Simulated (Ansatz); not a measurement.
# CN and Li on Zr(0001), fcc start, 2x2 cell: photoemission fingerprints

What would XPS and UPS show for CN and Li on Zr(0001), fcc start, 2x2 cell?

Method: DFT, PBE, plane-wave PAW, default files, scalar-relativistic, in Ansatz 0.2.0.

## 1. Starting point

The cell holds 4 atoms: 4 Zr. Cell: a = 3.230 Å, b = 3.230 Å, c = 22.755 Å, α = 90.0°, β = 90.0°, γ = 60.0°. It derives from Zr. Vacuum lies along c.

## 2. The clean face

The clean face is the reference for what the added atoms change.

Contents of input.yaml:

```yaml
crystal:
  lattice:
    - [3.23, 0.0, 0.0]
    - [1.615, 2.7972620542, 0.0]
    - [0.0, 0.0, 22.755]
  atoms:
    - { symbol: Zr, position: [0.0, 0.0, 0.670402109] }
    - { symbol: Zr, position: [0.666666667, 0.666666667, 0.556800703] }
    - { symbol: Zr, position: [0.0, 0.0, 0.443199297] }
    - { symbol: Zr, position: [0.666666667, 0.666666667, 0.329597891] }
kpoints:
  mp_grid: { grid: [18, 18, 1] }
scf:
  occupations: { method: fermi_dirac, width: 0.05 }
  n_extra_bands: 12
hamiltonian:
  xc: pbe
  pseudopotentials: { kind: paw }
output:
  forces: true
  write_potential: true
  volumetric_format: []
  dos:
    projected: true
    de: 0.05
    e_range: [-30, 12]
    method: { smearing: { sigma: 0.1, scheme: gaussian } }
efield:
  axis: 3
  dipole_correction: true
relax:
  f_tol: 0.03
  max_steps: 50
  constraints: [{ sites: [2, 3] }]
```

Run with:

```sh
$ ansatz run input.yaml --threads 8 --pin off --max-ram 20480MiB --backend cpu --events-out ev --progress --plain --runs-dir out
```

Numbers of over 12 decimals in the logs are rounded to 6 here.

The program printed:

```text
scf.n_extra_bands = 12 over 24 filled bands (N_el = 48.0): the run solves 36 bands
Engine: ansatz 0.2.0, x86_64-unknown-linux-gnu
Pseudopotentials: kind: paw
Pseudopotential: Zr, paw, valence charge 12, recommended cutoff 420 eV (normal), Zr.paw.azcp
Functional definition: PBE
  parameter kappa = 0.804
  parameter beta = 0.066725
  exchange = pbe_x(kappa = kappa, mu = beta*pi^2/3)
  correlation = pbe_c(beta = beta)
Crystal: 4 atoms, lattice volume = 205.595 Å³
Basis set: ecut = 420 eV, 4109 PW (Γ), exchange–correlation on 48×48×320 points (8 copies of the dense FFT grid, shifted against one another)
Bands: 36, of which v1, the nominal top of the filled ones, is band 24 counted from 1 (23 counted from 0)
Symmetry: 6 space group operations
k-points: 37 of 324 (time reversal used)
Non-local potential: Zr, projectors of the file, l = 0: 3, l = 1: 2, l = 2: 2, l = 3: 2
PAW form: soft (Blöchl's): semilocal exchange-correlation on the pseudo side does not see the compensation charge
PAW one-centre angular grid: Zr, 590 points (default); XC on 64 Gauss nodes
Initial density: superposition of atomic densities (neutral atoms: chi_scale 0, normalization atom), corrected by the library's trained network
Initial wavefunctions: pseudopotential atomic-orbital guess
Functional: x = pbe(κ = 0.804, μ = 0.219515), c = pbe(β = 0.066725)
SCF iter   1: F=—  HF=-16733.460048 eV  |F-HF|=—  |Δ(HF+E_count)|=         —  Δρ=5.03e-3  dr2=5.61e-1  ethr=1.77e-3  p=0.000 e·Å  D=1.02e-13 V/Å  ΔV_dip=-0.00 eV  dr2_dipole=1.52e-5  V_vac-E_F(+/−)=4.14/4.14 eV  ⟨swp⟩=5.5  Hψ=5623  notcnv=0  defer=12
efield: sawtooth ramp at fractional position 0.9500 (placed from the atoms, in the widest stretch of the axis that holds none; the zero of the levels goes with the place), width 0.1000; the density the first Hamiltonian is built on has a dipole p = 0.000 e·Å; the dipole correction subtracts the counter field D = 1.02e-13 V/Å, which shifts the + side's vacuum level by -0.00 eV against the − side's; the planar-averaged density in the ramp window peaks in size at 7.5e-5 e/Å³
preconditioner: auto → LDOS  [metal: Δε(μ)=0.020 eV  Ē_g=3.546 eV  σ=0.050 eV  W_gap=0.10  n_scr=14 (ndim 8)  ℏωp=10.4 eV  f_vac=0.462  D(μ)=7.38/eV (n_scr^D=72)  β→1.0]
SCF iter   2: F=—  HF=-16733.448034 eV  |F-HF|=—  |Δ(HF+E_count)|=   1.20e-2  Δρ=1.31e-3  dr2=9.06e-3  ethr=1.17e-3  p=0.000 e·Å  D=1.84e-5 V/Å  ΔV_dip=-0.00 eV  dr2_dipole=1.40e-5  V_vac-E_F(+/−)=4.16/4.16 eV  ⟨swp⟩=1.4  Hψ=1648  notcnv=0  defer=34
SCF iter   3: F=—  HF=-16733.448413 eV  |F-HF|=—  |Δ(HF+E_count)|=   3.79e-4  Δρ=4.71e-4  dr2=3.19e-3  ethr=1.89e-5  p=0.000 e·Å  D=2.73e-6 V/Å  ΔV_dip=-0.00 eV  dr2_dipole=2.42e-7  V_vac-E_F(+/−)=4.17/4.17 eV  ⟨swp⟩=2.4  Hψ=1897  notcnv=0  defer=76
SCF iter   4: F=—  HF=-16733.448494 eV  |F-HF|=—  |Δ(HF+E_count)|=   8.05e-5  Δρ=1.88e-4  dr2=2.17e-4  ethr=6.64e-6  p=-0.000 e·Å  D=-2.80e-6 V/Å  ΔV_dip=0.00 eV  dr2_dipole=1.57e-8  V_vac-E_F(+/−)=4.17/4.17 eV  ⟨swp⟩=1.0  Hψ=1254  notcnv=0  defer=76
iter 5 did not close the SCF: its close was put off for the readings that it lacked (scf_convergence_deferred on its scf_iter line)
SCF iter   5: F=-16733.448502 eV  HF=-16733.448500 eV  |F-HF|=1.80e-6  |Δ(HF+E_count)|=   6.88e-6  Δρ=6.21e-5  dr2=1.17e-5  ethr=4.51e-7  p=-0.000 e·Å  D=-1.95e-6 V/Å  ΔV_dip=0.00 eV  dr2_dipole=9.90e-9  V_vac-E_F(+/−)=4.17/4.17 eV  ⟨swp⟩=2.1  Hψ=1652  notcnv=0  defer=76
SCF iter   6: F=-16733.448506 eV  HF=-16733.448506 eV  |F-HF|=3.81e-7  |Δ(HF+E_count)|=   5.38e-6  Δρ=2.07e-5  dr2=1.89e-6  ethr=2.45e-8  p=-0.000 e·Å  D=-9.55e-7 V/Å  ΔV_dip=0.00 eV  dr2_dipole=1.56e-9  V_vac-E_F(+/−)=4.17/4.17 eV  ⟨swp⟩=12.5  Hψ=10851  notcnv=0
WARN: efield: at this solve's end the planar-averaged density reaches 1.23e-5 e/Å³ inside the ramp window [0.9061, 0.0939] (bound 1e-5 e/Å³); the window's nearer edge stands 5.36 Å from this solve's nearest atom along the axis. Its work functions, free energy, forces, stress, dipole, levels and responses can be off, and this figure does not tell by how much. A short vacuum, a low `basis.ecutwfc` or `basis.ecutrho_ratio` and negative occupations (`scf.occupations.method`) can put density there. See the manual's quickstart, § The vacuum guard
SCF 1 converged in 6 iterations: F = -16733.448506 eV  dr2 = 1.89e-6
  greatest PAW one-centre occupation: 0.996 electrons in one spin orbital (limit 2), on the Zr atom at site 3 (counted from 0), in its partial waves of l = 0
relax step   1: F+E_penalty+E_count = -16733.44850620 eV  Δ(F+E_penalty+E_count) = +0.000e0 eV  max|allowed force component| = 6.210e-1 eV/Å  Δτ_max = 0.0000 Å  (6 SCF iters, dr2 threshold 2.25e-5 eV, accepted)
Initial density: handed on by an earlier stage of this run
Initial wavefunctions: those handed on with the density
SCF iter   1: F=—  HF=-16733.588638 eV  |F-HF|=—  |Δ(HF+E_count)|=         —  Δρ=8.11e-3  dr2=1.67e0  ethr=3.10e-3  p=-0.000 e·Å  D=-1.32e-6 V/Å  ΔV_dip=0.00 eV  dr2_dipole=1.89e-1  V_vac-E_F(+/−)=4.16/4.16 eV  ⟨swp⟩=3.8  Hψ=3386  notcnv=0  defer=66
efield: sawtooth ramp at fractional position 0.9500 (handed on by an earlier solve), width 0.1000; the density the first Hamiltonian is built on has a dipole p = -0.000 e·Å; the dipole correction subtracts the counter field D = -1.32e-6 V/Å, which shifts the + side's vacuum level by +0.00 eV against the − side's; the planar-averaged density in the ramp window peaks in size at 1.3e-5 e/Å³
preconditioner: auto → LDOS  [metal: Δε(μ)=0.012 eV  Ē_g=3.621 eV  σ=0.050 eV  W_gap=0.06  n_scr=14 (ndim 8)  ℏωp=10.4 eV  f_vac=0.468  D(μ)=6.92/eV (n_scr^D=58)  β→1.0]
SCF iter   2: F=—  HF=-16733.496095 eV  |F-HF|=—  |Δ(HF+E_count)|=   9.25e-2  Δρ=4.90e-3  dr2=2.39e-1  ethr=3.10e-3  p=0.011 e·Å  D=1.01e-2 V/Å  ΔV_dip=-0.23 eV  dr2_dipole=4.12e-2  V_vac-E_F(+/−)=3.95/4.18 eV  ⟨swp⟩=2.1  Hψ=2208  notcnv=0  defer=74
SCF iter   3: F=—  HF=-16733.477907 eV  |F-HF|=—  |Δ(HF+E_count)|=   1.82e-2  Δρ=1.97e-3  dr2=5.40e-2  ethr=4.98e-4  p=0.005 e·Å  D=4.81e-3 V/Å  ΔV_dip=-0.11 eV  dr2_dipole=9.21e-3  V_vac-E_F(+/−)=4.08/4.19 eV  ⟨swp⟩=2.6  Hψ=2081  notcnv=0  defer=74
SCF iter   4: F=—  HF=-16733.472889 eV  |F-HF|=—  |Δ(HF+E_count)|=   5.02e-3  Δρ=4.36e-4  dr2=5.42e-3  ethr=1.13e-4  p=0.005 e·Å  D=4.41e-3 V/Å  ΔV_dip=-0.10 eV  dr2_dipole=2.12e-3  V_vac-E_F(+/−)=4.09/4.19 eV  ⟨swp⟩=2.3  Hψ=1855  notcnv=0  defer=74
[...]
SCF iter   3: F=—  HF=-16733.493831 eV  |F-HF|=—  |Δ(HF+E_count)|=   3.51e-3  Δρ=7.23e-4  dr2=4.08e-3  ethr=1.16e-4  p=0.001 e·Å  D=1.27e-3 V/Å  ΔV_dip=-0.03 eV  dr2_dipole=1.04e-4  V_vac-E_F(+/−)=4.16/4.19 eV  ⟨swp⟩=2.0  Hψ=1980  notcnv=0  defer=73
SCF iter   4: F=—  HF=-16733.493109 eV  |F-HF|=—  |Δ(HF+E_count)|=   7.23e-4  Δρ=2.02e-4  dr2=1.56e-4  ethr=8.51e-6  p=0.001 e·Å  D=8.64e-4 V/Å  ΔV_dip=-0.02 eV  dr2_dipole=3.19e-5  V_vac-E_F(+/−)=4.17/4.19 eV  ⟨swp⟩=2.1  Hψ=1970  notcnv=0  defer=75
SCF iter   5: F=-16733.493143 eV  HF=-16733.493151 eV  |F-HF|=8.33e-6  |Δ(HF+E_count)|=   4.28e-5  Δρ=6.62e-5  dr2=1.64e-5  ethr=3.68e-8  p=0.001 e·Å  D=6.28e-4 V/Å  ΔV_dip=-0.01 eV  dr2_dipole=1.21e-6  V_vac-E_F(+/−)=4.17/4.18 eV  ⟨swp⟩=14.5  Hψ=11630  notcnv=0
WARN: efield: at this solve's end the planar-averaged density reaches 1.04e-5 e/Å³ inside the ramp window [0.9048, 0.0927] (bound 1e-5 e/Å³); the window's nearer edge stands 5.39 Å from this solve's nearest atom along the axis. Its work functions, free energy, forces, stress, dipole, levels and responses can be off, and this figure does not tell by how much. A short vacuum, a low `basis.ecutwfc` or `basis.ecutrho_ratio` and negative occupations (`scf.occupations.method`) can put density there. See the manual's quickstart, § The vacuum guard
SCF 3 converged in 5 iterations: F = -16733.493143 eV  dr2 = 1.64e-5
relax step   3: F+E_penalty+E_count = -16733.49314300 eV  Δ(F+E_penalty+E_count) = -2.055e-2 eV  max|allowed force component| = 6.888e-2 eV/Å  Δτ_max = 0.0614 Å  (5 SCF iters, dr2 threshold 1.77e-5 eV, accepted)
SCF iter   1: F=—  HF=-16733.494417 eV  |F-HF|=—  |Δ(HF+E_count)|=         —  Δρ=6.57e-4  dr2=1.44e-2  ethr=2.00e-4  p=0.001 e·Å  D=6.28e-4 V/Å  ΔV_dip=-0.01 eV  dr2_dipole=3.05e-3  V_vac-E_F(+/−)=4.17/4.18 eV  ⟨swp⟩=2.2  Hψ=2245  notcnv=0  defer=72
efield: sawtooth ramp at fractional position 0.9488 (handed on by an earlier solve), width 0.1000; the density the first Hamiltonian is built on has a dipole p = 0.001 e·Å; the dipole correction subtracts the counter field D = 6.28e-4 V/Å, which shifts the + side's vacuum level by -0.01 eV against the − side's; the planar-averaged density in the ramp window peaks in size at 1.0e-5 e/Å³
preconditioner: auto → LDOS  [metal: Δε(μ)=0.013 eV  Ē_g=3.573 eV  σ=0.050 eV  W_gap=0.07  n_scr=14 (ndim 8)  ℏωp=10.4 eV  f_vac=0.465  D(μ)=7.40/eV (n_scr^D=72)  β→1.0]
SCF iter   2: F=—  HF=-16733.493861 eV  |F-HF|=—  |Δ(HF+E_count)|=   5.56e-4  Δρ=3.31e-4  dr2=9.55e-4  ethr=3.00e-5  p=0.001 e·Å  D=1.10e-3 V/Å  ΔV_dip=-0.02 eV  dr2_dipole=1.00e-6  V_vac-E_F(+/−)=4.16/4.18 eV  ⟨swp⟩=1.0  Hψ=1628  notcnv=0  defer=72
SCF iter   3: F=—  HF=-16733.493820 eV  |F-HF|=—  |Δ(HF+E_count)|=   4.19e-5  Δρ=1.34e-4  dr2=1.77e-4  ethr=1.99e-6  p=0.001 e·Å  D=8.84e-4 V/Å  ΔV_dip=-0.02 eV  dr2_dipole=2.48e-6  V_vac-E_F(+/−)=4.16/4.18 eV  ⟨swp⟩=2.1  Hψ=1839  notcnv=0  defer=72
SCF iter   4: F=—  HF=-16733.493796 eV  |F-HF|=—  |Δ(HF+E_count)|=   2.33e-5  Δρ=2.85e-5  dr2=8.64e-6  ethr=3.69e-7  p=0.001 e·Å  D=9.43e-4 V/Å  ΔV_dip=-0.02 eV  dr2_dipole=9.20e-7  V_vac-E_F(+/−)=4.16/4.18 eV  ⟨swp⟩=2.2  Hψ=1732  notcnv=0  defer=72
SCF iter   5: F=—  HF=-16733.493673 eV  |F-HF|=—  |Δ(HF+E_count)|=   1.23e-4  Δρ=8.75e-6  dr2=3.06e-7  ethr=1.80e-8  p=0.001 e·Å  D=9.68e-4 V/Å  ΔV_dip=-0.02 eV  dr2_dipole=3.96e-10  V_vac-E_F(+/−)=4.16/4.18 eV  ⟨swp⟩=1.7  Hψ=1507  notcnv=0  defer=72
SCF iter   6: F=-16733.493673 eV  HF=-16733.493673 eV  |F-HF|=4.26e-9  |Δ(HF+E_count)|=   9.12e-8  Δρ=2.43e-6  dr2=2.10e-8  ethr=2.08e-10  p=0.001 e·Å  D=9.75e-4 V/Å  ΔV_dip=-0.02 eV  dr2_dipole=1.42e-9  V_vac-E_F(+/−)=4.16/4.18 eV  ⟨swp⟩=12.7  Hψ=9098  notcnv=0
WARN: efield: at this solve's end the planar-averaged density reaches 1.02e-5 e/Å³ inside the ramp window [0.9048, 0.0927] (bound 1e-5 e/Å³); the window's nearer edge stands 5.39 Å from this solve's nearest atom along the axis. Its work functions, free energy, forces, stress, dipole, levels and responses can be off, and this figure does not tell by how much. A short vacuum, a low `basis.ecutwfc` or `basis.ecutrho_ratio` and negative occupations (`scf.occupations.method`) can put density there. See the manual's quickstart, § The vacuum guard
SCF 4 converged in 6 iterations: F = -16733.493673 eV  dr2 = 2.10e-8
relax step   4: F+E_penalty+E_count = -16733.49367284 eV  Δ(F+E_penalty+E_count) = -5.298e-4 eV  max|allowed force component| = 2.473e-2 eV/Å  Δτ_max = 0.0110 Å  (6 SCF iters, accepted)
NSCF: frozen V_eff on 37 k-points
the band table was solved once a step of the walk had ended and its energy, with any forces and stress, was formed, with the checks that follow a solve (6173 applications of the Hamiltonian). They found nothing against the state; the energy, forces and stress were not computed again (output.eigenvalues in the input reference)
WARN: The output density's exchange-correlation potential varies sharply where the density is thin. Do not read a vacuum level from v_tot or v_xc, or from such a field of the output density. On a cell that repeats whose density bears no net charge and no dipole along the vacuum's axis use v_es (v_loc + v_h of the components); under efield.dipole_correction with no amplitude use v_es + v_field, which holds any externa [...]
SCF converged after 6 iterations
Free energy (F): -16733.493673 eV
Harris-Foulkes:  -16733.493673 eV  (|F-HF|=4.26e-9)
Internal energy: -16733.434026 eV  (E = F + TS)
E sigma→0 (E₀):  -16733.463850 eV
Entropy (-TS):   -0.059646 eV (-14.912 meV/atom)
Fermi energy:    4.185520 eV
Dipole field:    D = 0.001025 V/Å  (p = 0.001164 e·Å, saw-weighted, corrected)
Work function:   Φ+ = 4.1589 eV   Φ− = 4.1823 eV
Levels:          The Fermi level and band energies are counted from a zero that moves with the ramp; work functions are not
Vacuum region:   at the solve's end the planar-averaged density reaches 1.02e-5 e/Å³ inside the ramp window [0.9048, 0.0927] (bound 1e-5 e/Å³)
--- Per-component energies (eV) ---
  E_band       = -857.750138
  E_kinetic    = 1325.804278
  E_local      = -29614.384614  (includes V_loc(G=0)·N_el)
  E_nonlocal   = 323.541958
  E_hartree    = 14094.149249
  E_xc         = -642.804207
  E_vxc        = -758.561518  (∫ρ·V_xc dr)
  E_paw        = -11816.647275  (= ΣΔE_a)
  E_vpaw       = -322.451349  (= ΣTr[D̂ρ^β])
  E_aug_tail   = 0.000098  (compensation charges beyond the density's cutoff)
  E_efield     = 0.000001  (sawtooth field / dipole correction)
  E_vefield    = -0.001702  (∫n·V_field dr)
  E_ewald      = 9596.906486
  E_smearing   = -0.059646  (= −TS)
  E_closure    = -0.000000  (closes the sum)
  Σ components = -16733.493673   (vs F -16733.493673, Δ=0.00e0)
--- Forces (eV/Å), atoms counted from 1 ---
  atom   1  Zr    -0.00000000     0.00000000     0.00304957
  atom   2  Zr     0.00000000    -0.00000000    -0.02473144
  atom   3  Zr     0.00000000     0.00000000    -0.50665386
  atom   4  Zr    -0.00000000    -0.00000000     0.52829807
  max |Σ_I F_I| component: 3.77e-5 eV/Å
--- Band table (eV; the first three rows and the last of 37) ---
  k-point 0: bands = [... 20 lower, 3.9329, 4.2358, 4.7262, 4.8150, 4.9547, 4.9547, 5.0520, 5.0520, ... 8 higher]
  k-point 1: bands = [... 20 lower, 3.8917, 4.2370, 4.6202, 4.6880, 4.9041, 5.0092, 5.0217, 5.1219, ... 8 higher]
  k-point 2: bands = [... 20 lower, 3.7568, 4.1526, 4.3788, 4.4838, 4.6935, 4.8426, 5.1105, 5.2078, ... 8 higher]
  k-point 36: bands = [... 20 lower, 3.1487, 3.3630, 3.4368, 4.2308, 4.2468, 4.2951, 4.3473, 4.4526, ... 8 higher]
--- Relaxed structure (4 steps of the walk, 4 accepted, 0 SCFs on fresh bases) ---
  F+E_penalty+E_count = -16733.49367284 eV   max|allowed force component| = 2.473e-2 eV/Å
  atoms:
    - { symbol: Zr, position: [7.259809792426392e-19, 0, 0.667618] }
    - { symbol: Zr, position: [0.666667, 0.666667, 0.560772] }
    - { symbol: Zr, position: [0.0, 0.0, 0.443199] }
    - { symbol: Zr, position: [0.666667, 0.666667, 0.329598] }
```

Elapsed: 15 s, on 8 threads of AMD EPYC 7R43, shared host; peak memory 0.85 GiB; 1.7 min of CPU time.

Relaxation path:

| step | energy less that of the first step (eV) | largest force component (eV/Å) |
| --- | --- | --- |
| 1 | 0.0000 | 0.6210 |
| 2 | -0.0241 | 0.5316 |
| 3 | -0.0446 | 0.0689 |
| 4 | -0.0452 | 0.0247 |

The run keeps the 6 symmetry operations that it works with, so distortions that break them were not tested.

The atoms that moved most (Å):

| atom | dx | dy | dz | length |
| --- | --- | --- | --- | --- |
| Zr2 | 0.000 | 0.000 | 0.090 | 0.090 |
| Zr1 | 0.000 | 0.000 | -0.063 | 0.063 |

Final coordinates:

```cif
data_structure
_symmetry_space_group_name_H-M 'P 1'
_symmetry_Int_Tables_number 1
_cell_length_a 3.2300
_cell_length_b 3.2300
_cell_length_c 22.7550
_cell_angle_alpha 90.000
_cell_angle_beta 90.000
_cell_angle_gamma 60.000
_cell_volume 205.59
loop_
_atom_site_label
_atom_site_type_symbol
_atom_site_fract_x
_atom_site_fract_y
_atom_site_fract_z
_atom_site_occupancy
Zr1 Zr 0.00000 0.00000 0.66762 1
Zr2 Zr 0.66667 0.66667 0.56077 1
Zr3 Zr 0.00000 0.00000 0.44320 1
Zr4 Zr 0.66667 0.66667 0.32960 1
```

This step gave:

| Item | Value |
| --- | --- |
| free energy | -16733.4937 eV |
| energy at zero smearing | -16733.4638 eV |
| smearing term TS | 0.05965 eV |
| Fermi energy | 4.186 eV |
| symmetry operations | 6 |
| zero of energy | Fermi level |
| share of occupied states in no projected shell | 0.0069 of the occupied states in the window |
| DOS at the Fermi level | 7.377 states/eV/cell |
| work function, upper face | 4.159 eV |
| work function, lower face | 4.181 eV |

Simulated valence spectra by photon energy, shown to 13 eV, since a deeper line would dwarf them at some energies; the 100 % can be that line's tail at the edge; this run's widths, added to any smearing of the DOS itself: Gaussian 0.15 eV, Lorentzian 0.2 eV plus 0.03 an eV of depth. Table of intensity by binding energy, zero at the Fermi level; values in % of the maximum within 13 eV:

| binding energy (eV) | 21.2 eV | 60 eV | 1486.7 eV | 5414.7 eV | 8047.8 eV |
| --- | --- | --- | --- | --- | --- |
| -1 | 2.32 | 2.57 | 2.79 | 3.81 | 3.42 |
| 0 | 51.4 | 53.2 | 51.7 | 52.9 | 44.3 |
| 1 | 93.6 | 94.3 | 92.3 | 87.5 | 70.1 |
| 2 | 70.5 | 72.5 | 74.4 | 93.4 | 88.3 |
| 3 | 17.6 | 23.0 | 26.0 | 66.3 | 77.2 |
| 4 | 2.67 | 6.03 | 8.12 | 32.8 | 40.6 |
| 5 | 0.907 | 2.43 | 3.66 | 15.0 | 18.3 |
| 6 | 0.467 | 0.908 | 1.44 | 3.88 | 4.01 |
| 7 | 0.301 | 0.695 | 1.24 | 3.21 | 3.13 |
| 8 | 0.211 | 0.620 | 1.20 | 3.17 | 3.03 |
| 9 | 0.157 | 0.599 | 1.24 | 3.33 | 3.15 |
| 10 | 0.122 | 0.609 | 1.33 | 3.61 | 3.39 |
| 11 | 0.0969 | 0.642 | 1.45 | 3.99 | 3.74 |
| 12 | - | 0.697 | 1.62 | 4.48 | 4.19 |

The planar mean, electrostatic potential oscillates, so the rows of the table below give means over windows of 1 Å about each position, cut where the curve ends. Its maxima inside the range that stand out by 2 % of the span (Å: eV): 8.8: -0.0689, 11.4: 0.223, 13.9: -1.02. Its minima: 7.5: -18.1, 10.1: -17.9, 12.8: -17.8, 15.2: -18.1.

From the Fermi level. The planar mean, electrostatic potential by z; means over each step:

z (Å), planar mean, electrostatic potential (eV) and a bar from the least value:
```
        0        4.2 ##############################
        1        4.2 ##############################
        2        4.2 ##############################
        3        4.2 ##############################
        4        4.1 ##############################
        5        3.9 #############################
        6        1.6 ##########################
        7      -10.9 #######
        8      -10.5 #######
        9       -2.3 ####################
       10      -15.2 
       11       -4.0 #################
       12       -6.2 ##############
       13      -14.0 ##
       14       -2.7 ###################
       15      -14.7 #
       16       -5.7 ###############
       17        2.8 ############################
       18        4.0 ##############################
       19        4.1 ##############################
       20        4.2 ##############################
       21        4.2 ##############################
       22        4.2 ##############################
```

Recipe: projected DOS times atomic cross section and asymmetry factor (linear light, 10° from the polarisation), occupied states only, Fermi edge at 300 K, a Lorentzian width of 0.2 eV growing by 0.03 eV per eV of binding energy, and a resolution of 0.15 eV. Each atom is damped by exp[−depth/(λ cos θ)], θ = 45° from the normal, λ from the universal curve. Curves are cut 10 eV under the photon energy, above any shell that the free atom's threshold puts out of reach, or at the lower edge of the window: 11.2 eV at 21.2 eV, 29.1 eV at 60 eV, 29.1 eV at 1486.7 eV, 29.1 eV at 5414.7 eV and 29.1 eV at 8047.8 eV. Matrix elements of the solid and inelastic losses aren't modelled, nor non-dipole terms, which matter above 3 keV.

Share of each shell in the spectrum's area (%), by photon energy:

| shell | 21.2 eV | 60 eV | 1486.7 eV | 5414.7 eV | 8047.8 eV |
| --- | --- | --- | --- | --- | --- |
| Zr 5s | 0.3 | 2.1 | 1.4 | 3.1 | 4.3 |
| Zr 4p | 0.0 | 76.2 | 88.9 | 94.3 | 93.9 |
| Zr 4d | 99.5 | 21.6 | 9.6 | 2.5 | 1.7 |

Cross sections used, in Mb an electron:

| shell | 21.2 eV | 60 eV | 1486.7 eV | 5414.7 eV | 8047.8 eV |
| --- | --- | --- | --- | --- | --- |
| Zr 5s | 0.033 | 0.028 | 2.2e-4 | 1.8e-5 | 7.7e-6 |
| Zr 4p | - | 0.21 | 0.0024 | 1.1e-4 | 3.5e-5 |
| Zr 4d | 5.5 | 0.081 | 5.6e-4 | 6.9e-6 | 1.5e-6 |

At the Fermi level the DOS is 7.38 states/eV a cell, and on the broadened curves Zr 4d holds 86 % of the total there.

(Continued in part 2 of 4.)

[Logs are printed without paths, hosts, clocks, repeated set-up lines and the standing remarks that a program may print on its own settings, such as how far it seeks lower states.]

[Hosts, paths, dates, database ids (printed as entryN), source tags and the programs' standing remarks are cut or masked in the printed files.]

[Maps of the electrostatic potential energy from Ansatz leave out the sawtooth potential of an applied field or a dipole correction, so their vacuum need not be flat; work functions include it.]
